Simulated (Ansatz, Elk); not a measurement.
**Bonding as seen by X-rays: Bi3Pt4**

Structure refinements treat a crystal as free atoms side by side. For a made-up structure of Bi3Pt4 (cell and positions from a PBE relaxation) the runs below show what the calculated density changes in F(hkl).

Program: Elk 11.2.3 (patched build). Level of theory: DFT, PBE, all-electron APW+lo, Dirac cores, scalar-relativistic bands, static density, no spin. Results are calculated unless marked as measured.

This account leaves out most program logs.

The structure was built from a prototype and need not be the compound's stable phase.

## Step 1: The structure

It takes space group R-3m (No. 166, trigonal). Conventional cell: a = 4.074 Å, b = 4.074 Å, c = 33.113 Å, α = 90.00°, β = 90.00°, γ = 120.00°. Bi has 6 Pt at 2.83 to 2.89 Å nearest. Bi has 6 Pt at 2.88 Å nearest. Pt has 6 Bi at 2.88 to 2.89 Å nearest. Pt has 3 Pt at 2.65 Å and 3 Bi at 2.83 Å nearest. Farther neighbours are not listed.

## Step 2: Ground state and structure factors

An all-electron density is needed, since X-rays see the cores too. Task 0 finds the density and task 195 Fourier-transforms it; tshift is off so that phases refer to the origin typed.

elk.in

```
tasks
  0
  195

xctype
  20

spinpol
  .false.

rgkmax
  7.0

gmaxvr
  14.0

lmaxo
  7

lmaxapw
  8

swidth
  0.002

tshift
  .false.

ramdisk
  .false.

hmaxvr
  5.5

maxscl
  120

epspot
  1e-06

sppath
  './'

avec
  3.84966326094 2.22260412029 20.85804868135
  -3.84966326094 2.22260412029 20.85804868135
  -0.00000000000 -4.44520823969 20.85804868145

atoms
  2
  'Bi.in'
  3
  0.4341374276 0.4341374276 0.4341374276   0.000000 0.000000 0.000000
  0.5658625724 0.5658625724 0.5658625724   0.000000 0.000000 0.000000
  0.0000000000 0.0000000000 0.0000000000   0.000000 0.000000 0.000000
  'Pt.in'
  4
  0.2833098861 0.2833098861 0.2833098861   0.000000 0.000000 0.000000
  0.7166901139 0.7166901139 0.7166901139   0.000000 0.000000 0.000000
  0.1481435842 0.1481435842 0.1481435842   0.000000 0.000000 0.000000
  0.8518564158 0.8518564158 0.8518564158   0.000000 0.000000 0.000000

ngridk
  6 6 6
```

On the command line:

```
> OMP_NUM_THREADS=4 elk
```

Run time: 2.7 min. Hardware: 4 threads of AMD EPYC 7B13 (Zen 3), shared host; peak memory 0.55 GiB; 7.8 min of CPU time.

SFACRHO.OUT:

```text

h k l indices transformed by vhmat matrix:
   1.000000000       0.000000000       0.000000000    
   0.000000000       1.000000000       0.000000000    
   0.000000000       0.000000000       1.000000000    

      h      k      l  multipl.   |H|            Re(F)            Im(F)           |F|

      0      0      0      1   0.0000000       561.00000      0.92473888E-17   561.00000    
      1      1      1      2  0.30123553      -25.406006     -0.81732111E-13   25.406006    
     -2     -2     -2      2  0.60247106       22.151902     -0.15603403E-12   22.151902    
     -3     -3     -3      2  0.90370658      -5.7507209      0.13374345E-12   5.7507209    
      0     -1      0      6  0.94765063      -7.0557811      0.44581152E-13   7.0557811    
      1      1      0      6  0.96347772       6.0634350      0.14860384E-13   6.0634350    
     -1     -2     -1      6   1.0243436       38.238607      0.74301919E-13   38.238607    
     -2     -1     -2      6   1.0677184       15.231435      0.59441535E-13   15.231435    
     -3     -2     -2      6   1.1755865       479.54596     -0.71887107E-12   479.54596    
     -4     -4     -4      2   1.2049421       21.574496      0.11888307E-12   21.574496    
     -3     -2     -3      6   1.2382413      -29.808513     -0.74301919E-13   29.808513    
     -3     -3     -4      6   1.3770305      -70.684261      0.36222186E-12   70.684261    
      3      4      4      6   1.4518768       98.015466     -0.37150960E-13   98.015466    
      5      5      5      2   1.5061776      -45.054162     -0.36407940E-12   45.054162    
      4      4      5      6   1.6099404       44.887952      0.18575480E-13   44.887952    
      1     -1      0      6   1.6321389       449.51682      0.18238468E-13   449.51682    
     -1      0     -2     12   1.6597049      -20.407804      0.11888307E-12   20.407804    
      4      5      5      6   1.6923760       413.27760      0.71701352E-12   413.27760
```

Elk indexes on the primitive cell of elk.in and gives |H| = 4π sin θ/λ in inverse bohr. Below, one row stands for each form hkl of the conventional cell (m members, Friedel mates merged), F is for one primitive cell and the density is static (no thermal factor). Free-atom factors are Waasmaier and Kirfel's, and R is Σm||F|−|F'||/Σm|F|.

```
   hkl   m  sin θ/λ (Å⁻¹)  abs F, DFT  neutral atoms   diff.
   003   2          0.045      25.406         25.379  +0.027
   006   2          0.091      22.152         22.145  +0.007
   009   2          0.136       5.751          5.734  +0.017
   101   6          0.142       7.056          7.081  -0.025
   012   6          0.145       6.063          6.142  -0.079
   104   6          0.154      38.239         38.285  -0.047
   015   6          0.161      15.231         15.314  -0.083
   107   6          0.177     479.546        480.306  -0.760
0 0 12   2          0.181      21.575         21.683  -0.109
   018   6          0.186      29.808         29.821  -0.013
1 0 10   6          0.207      70.684         70.986  -0.302
0 1 11   6          0.218      98.016         98.138  -0.123
0 0 15   2          0.227      45.054         45.050  +0.005
1 0 13   6          0.242      44.888         45.157  -0.269
   110   6          0.245     449.517        450.412  -0.895
   113  12          0.250      20.408         20.537  -0.129
0 1 14   6          0.255     413.278        414.108  -0.830
   116  12          0.262      17.885         18.060  -0.175
0 0 18   2          0.272     152.899        153.024  -0.125
1 0 16   6          0.280      14.778         15.480  -0.702
   119  12          0.281       3.158          3.719  -0.560
   021   6          0.284       6.439          6.317  +0.122
```

## Step 3: The highest occupied states alone

An energy window below the Fermi level keeps the highest occupied states, to see at which angles they scatter; shallow core shells can lie inside it and anion s states outside. No new self-consistency is needed.

Edit elk.in of step 2 so:

```diff
@@ -1,3 +1,2 @@
 tasks
-  0
   195
@@ -40,2 +39,5 @@
 
+wsfac
+  -0.156490 0.584500
+
 sppath
```

On the command line:

```
> OMP_NUM_THREADS=4 elk
```

Run time: 21 s. Hardware: 4 threads; peak memory 0.34 GiB; 29 s of CPU time.

States within 12 eV below the Fermi level hold 54.60 electrons; any levels below the window count with the cores, and a count that is not whole means the window cuts a band. Their amplitudes can exceed the total, where window and core parts have opposite phase:

```
   hkl  sin θ/λ (Å⁻¹)  abs F, window  abs F, all
   003          0.045          5.188      25.406
   006          0.091          5.451      22.152
   009          0.136         13.185       5.751
   101          0.142          3.266       7.056
   012          0.145         10.369       6.063
   104          0.154          0.834      38.239
   015          0.161          7.308      15.231
   107          0.177         18.528     479.546
0 0 12          0.181          4.468      21.575
   018          0.186          1.791      29.808
```

## Step 4: Another functional

The difference from free atoms is small, so it is set against the change that PBEsol makes.

Edit elk.in of step 3 so:

```diff
@@ -1,2 +1,3 @@
 tasks
+  0
   195
@@ -4,3 +5,3 @@
 xctype
-  20
+  22
 
@@ -39,5 +40,2 @@
 
-wsfac
-  -0.156490 0.584500
-
 sppath
```

On the command line:

```
> OMP_NUM_THREADS=4 elk
```

The job ended after 2.6 min (4 threads; peak memory 0.55 GiB).

Against the first run R = 0.00 %; the largest change is -0.056 at 107.

## Step 5: A coarser k-mesh

About half the k-points along each axis test the sampling.

Edit elk.in of step 4 so:

```diff
@@ -5,3 +5,3 @@
 xctype
-  22
+  20
 
@@ -63,2 +63,2 @@
 ngridk
-  6 6 6
+  3 3 3
```

On the command line:

```
> OMP_NUM_THREADS=4 elk
```

The job ended after 86 s (4 threads; peak memory 0.55 GiB).

Against the first run R = 0.01 %; the largest change is +0.060 at 110.

## Step 6: Settings against the effect

```
          run  R against the first run (%)  R against neutral atoms, low angle (%)  wall time
PBE, rgkmax 7                         0.00                                    0.36    2.7 min
       PBEsol                         0.00                                    0.36    2.6 min
 k-mesh 3×3×3                         0.01                                    0.35       86 s
```

## Step 7: Outcome

| Item | Value |
| --- | --- |
| R against neutral atoms, sin θ/λ < 0.3 Å⁻¹ | 0.36 % |
| R against neutral atoms, 0.3 to 0.61 Å⁻¹ | 0.09 % |

Independent neutral atoms miss the calculated amplitudes by R = 0.36 % below 0.3 Å⁻¹ and 0.09 % from there to 0.61 Å⁻¹; by shells, 0.39 % below 0.15 Å⁻¹ (5 forms), 0.36 % 0.15 to 0.3 (21 forms), 0.08 % 0.3 to 0.45 (45 forms), 0.10 % above 0.45 (78 forms). Bonding, aspherical density and the tables' own atoms all enter these figures, and the runs don't part them. The largest change of an amplitude is -0.89 electrons, at 110. Weak lines can change much in proportion: 119 goes from 3.72 to 3.16. The window's part falls from 54.6 electrons at the origin to at most 1.10 between 0.45 and 0.61 Å⁻¹, where compact states inside the window still scatter. Below 0.3 Å⁻¹ the changes that finished (PBEsol and k-mesh 3×3×3) move F by R = 0.01 % at most, against the 0.36 % that separates it from free atoms. The basis has no finished test. Spin-orbit coupling is left out, which can matter for elements this heavy. Part of the difference isn't bonding: the tables are fits to free atoms and ions calculated by other methods than this functional. Thermal motion, anomalous dispersion and extinction are left out.

[Logs are printed without paths, hosts, clocks, repeated set-up lines and the standing remarks that a program may print on its own settings, such as how far it seeks lower states.]

[Hosts, paths, dates, database ids (printed as entryN), source tags and the programs' standing remarks are cut or masked in the printed files.]
